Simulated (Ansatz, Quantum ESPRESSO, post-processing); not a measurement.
# The work function of Co(0001), 6 layers, level by level, part 2 of 2

Wanted: work functions and the surface dipole of Co(0001), 6 layers at several levels, with their cost.

Quantum ESPRESSO 7.5; plane-wave DFT, PBE, GBRV ultrasoft pseudopotentials; geometry and cross-check by Ansatz 0.2.0 with PAW datasets.

So far. Step 12 (Potential by pp.x): The upper face goes from 4.933 eV (PBE, GBRV) to 4.769 eV, a change of -0.164 eV.

### 13. Ground state: PBEsol, PseudoDojo norm-conserving

Level of this step: plane-wave DFT, PBEsol, PseudoDojo norm-conserving pseudopotentials (Quantum ESPRESSO 7.5).

Contents of dojo-pbesol.in:

```
&control
  prefix = 'dojo-pbesol'
  outdir = './out'
  pseudo_dir = './pseudo'
  calculation = 'scf'
  tprnfor = .true.
/
&system
  ibrav = 0
  nat = 6
  ntyp = 1
  ecutwfc = 84
  ecutrho = 336
  occupations = 'smearing'
  smearing = 'mv'
  degauss = 0.02
  nspin = 2
  starting_magnetization(1) = 0.28
/
&electrons
  conv_thr = 1e-07
  mixing_beta = 0.4
  electron_maxstep = 120
  mixing_mode = 'local-TF'
/
ATOMIC_SPECIES
  Co  58.9332  Co.dojo-sr-pbesol-0.4.1-standard.upf
CELL_PARAMETERS angstrom
  2.51000000000061 0.00000000000000 0.00000000000000
  1.25500000000031 2.17372376349947 0.00000000000000
  0.00000000000000 0.00000000000000 26.17805000000000
ATOMIC_POSITIONS crystal
  Co  0.666666666667 0.666666666667 0.309030536052
  Co  -0.000000000000 0.000000000000 0.383480347283
  Co  0.666666666667 0.666666666667 0.461119907700
  Co  0.000000000000 0.000000000000 0.538880092300
  Co  0.666666666667 0.666666666667 0.616519649154
  Co  0.000000000000 -0.000000000000 0.690969455348
K_POINTS automatic
  12 12 1 0 0 0
```

Launch:

```
OMP_NUM_THREADS=1 mpirun -n 8 pw.x -nk 8 -in dojo-pbesol.in > dojo-pbesol.out
```

The job ended after 2.2 min (8 MPI ranks of Arm Neoverse V2, shared host; peak memory 1.8 GiB; 18 min of CPU time).

Read from the output:

- free energy: -24950.0825 eV
- Fermi energy: 6.015 eV
- magnetization: 10.05 μB
- absolute magnetization: 11.02 μB
- site moments: 1.786, 1.735, 1.716, 1.716, 1.735, 1.786 μB

### 14. Potential by pp.x

Contents of dojo-pbesol.pot.in:

```
&inputpp
  prefix = 'dojo-pbesol'
  outdir = './out'
  filplot = 'dojo-pbesol.pot.dat'
  plot_num = 11
/
```

Launch:

```
OMP_NUM_THREADS=1 mpirun -n 8 pp.x -in dojo-pbesol.pot.in > dojo-pbesol.pot.out
```

The job ended after 0.75 s (8 MPI ranks; peak memory 0.11 GiB).

Read from the output:

```
work function of the upper face                                       : 5.035 eV
slope of the potential above                                          : 2.34e-4 eV/Å
upper vacuum line continued to the top atoms, over the Fermi level    : 5.034 eV
work function of the lower face                                       : 5.035 eV
slope of the potential below                                          : -1.56e-4 eV/Å
lower vacuum line continued to the bottom atoms, over the Fermi level : 5.034 eV
```

The upper face goes from 4.933 eV (PBE, GBRV) to 5.035 eV, a change of +0.102 eV.

### 15. All levels side by side

All levels:

| level | upper face (eV) | lower face (eV) | dipole (e Å) | CPU time (s) |
| --- | --- | --- | --- | --- |
| QE PBE GBRV, periodic | 4.933 | 4.933 | - | 540.5 |
| QE PBE GBRV, ESM bc1 | 4.931 | 4.931 | - | 912.5 |
| QE LDA PseudoDojo norm-conserving, periodic | 5.273 | 5.273 | - | 987.6 |
| QE RPBE GBRV ultrasoft, periodic | 4.769 | 4.769 | - | 522.9 |
| QE PBEsol PseudoDojo norm-conserving, periodic | 5.035 | 5.035 | - | 1065 |
| Ansatz PBE PAW, sawtooth (time of the whole relaxation) | 4.909 | 4.909 | 9.26e-6 | 215.7 |

The times are CPU seconds on a shared host; the codes use unlike cutoffs, datasets and smearings, so their times compare unlike work.

### 16. Ground state

Level of this step: plane-wave DFT, PBE, GBRV ultrasoft pseudopotentials (Quantum ESPRESSO 7.5).

Contents of esm.w0.in:

```
&control
  prefix = 'esm.w0'
  outdir = './out'
  pseudo_dir = './pseudo'
  calculation = 'scf'
  tprnfor = .true.
/
&system
  ibrav = 0
  nat = 6
  ntyp = 1
  ecutwfc = 40
  ecutrho = 200
  occupations = 'smearing'
  smearing = 'mv'
  degauss = 0.02
  assume_isolated = 'esm'
  esm_bc = 'bc1'
  nspin = 2
  starting_magnetization(1) = 0.28
/
&electrons
  conv_thr = 1e-10
  mixing_beta = 0.4
  electron_maxstep = 120
  mixing_mode = 'local-TF'
  diagonalization = 'ppcg'
/
ATOMIC_SPECIES
  Co  58.9332  co_pbe_v1.2.uspp.F.UPF
CELL_PARAMETERS angstrom
  2.51000000000061 0.00000000000000 0.00000000000000
  1.25500000000031 2.17372376349947 0.00000000000000
  0.00000000000000 0.00000000000000 26.17805000000000
ATOMIC_POSITIONS crystal
  Co  0.666666666667 0.666666666667 -0.190969459648
  Co  -0.000000000000 0.000000000000 -0.116519648417
  Co  0.666666666667 0.666666666667 -0.038880088000
  Co  0.000000000000 0.000000000000 0.038880096600
  Co  0.666666666667 0.666666666667 0.116519653454
  Co  0.000000000000 -0.000000000000 0.190969459648
K_POINTS automatic
  12 12 1 0 0 0
```

Launch:

```
OMP_NUM_THREADS=1 mpirun -n 8 pw.x -nk 8 -in esm.w0.in > esm.w0.out
```

Wall time 0.52 s (8 MPI ranks); peak memory 0.11 GiB.

The input was rejected at the start.

The fault put into the input: an eigensolver that this release has dropped (electrons.diagonalization = "ppcg").

The message: “iosys (1): PPCG diagonalization not supported anymore (Dec. 2024)”. This release no longer has that solver; david, paro or rmm-davidson serve.

### 17. A check by hand

In the first self-consistent run, on its own zero, the Fermi level is 5.837 eV and the upper vacuum level 10.770 eV: φ = 10.770 − (5.837) = 4.933 eV.

### 18. Summary of results

| Property | Result |
| --- | --- |
| work function of the upper face, PBE, GBRV | 4.93 eV |
| work function of the lower face, PBE, GBRV | 4.93 eV |
| upper face by ESM | 4.93 eV |
| upper face by Ansatz | 4.91 eV |

At the first level (PBE, GBRV ultrasoft) the work function comes to 4.93 eV on both faces. ESM differs from the periodic treatment by -2 meV on the upper face and -2 meV on the lower. Over the levels tried the upper face spans 4.77 eV (QE RPBE GBRV ultrasoft, periodic) to 5.27 eV (QE LDA PseudoDojo norm-conserving, periodic). Quantum ESPRESSO and Ansatz give 4.93 and 4.91 eV for the upper face, which agree. Ansatz ran with Fermi-Dirac smearing of 0.1 eV against cold smearing of 0.02 Ry, which alone can move a level by some tens of meV. With 12×12 points and so few layers the values hold to some 0.05 to 0.1 eV. The slab is cut at a tabulated measured bulk lattice constant, given to two decimals.

Comparison with the measured values:

```
                                                                     quantity  measured      QE PBE GBRV  QE PBE GBRV, ESM bc1  QE LDA PseudoDojo     QE RPBE GBRV  QE PBEsol PseudoDojo   Ansatz PBE PAW
work function, loosely compared (polycrystalline sample, no single face) (eV)         5  4.93 (-0.07 eV)       4.93 (-0.07 eV)    5.27 (+0.27 eV)  4.77 (-0.23 eV)       5.04 (+0.04 eV)  4.91 (-0.09 eV)
```

Measured values from arxiv:1902.07811 (2019).

**Verdict.** For the work function, set beside that of the polycrystal,, of the levels listed nearest comes QE PBEsol PseudoDojo (+0.04 eV) and farthest QE LDA PseudoDojo (+0.27 eV). A polycrystal averages over faces, so this is a loose comparison.

[Logs are printed without paths, hosts, clocks, repeated set-up lines and the standing remarks that a program may print on its own settings, such as how far it seeks lower states.]

[Hosts, paths, dates, database ids (printed as entryN), source tags and the programs' standing remarks are cut or masked in the printed files.]

[Maps of the electrostatic potential energy from Ansatz leave out the sawtooth potential of an applied field or a dipole correction, so their vacuum need not be flat; planar profiles and work functions include it.]
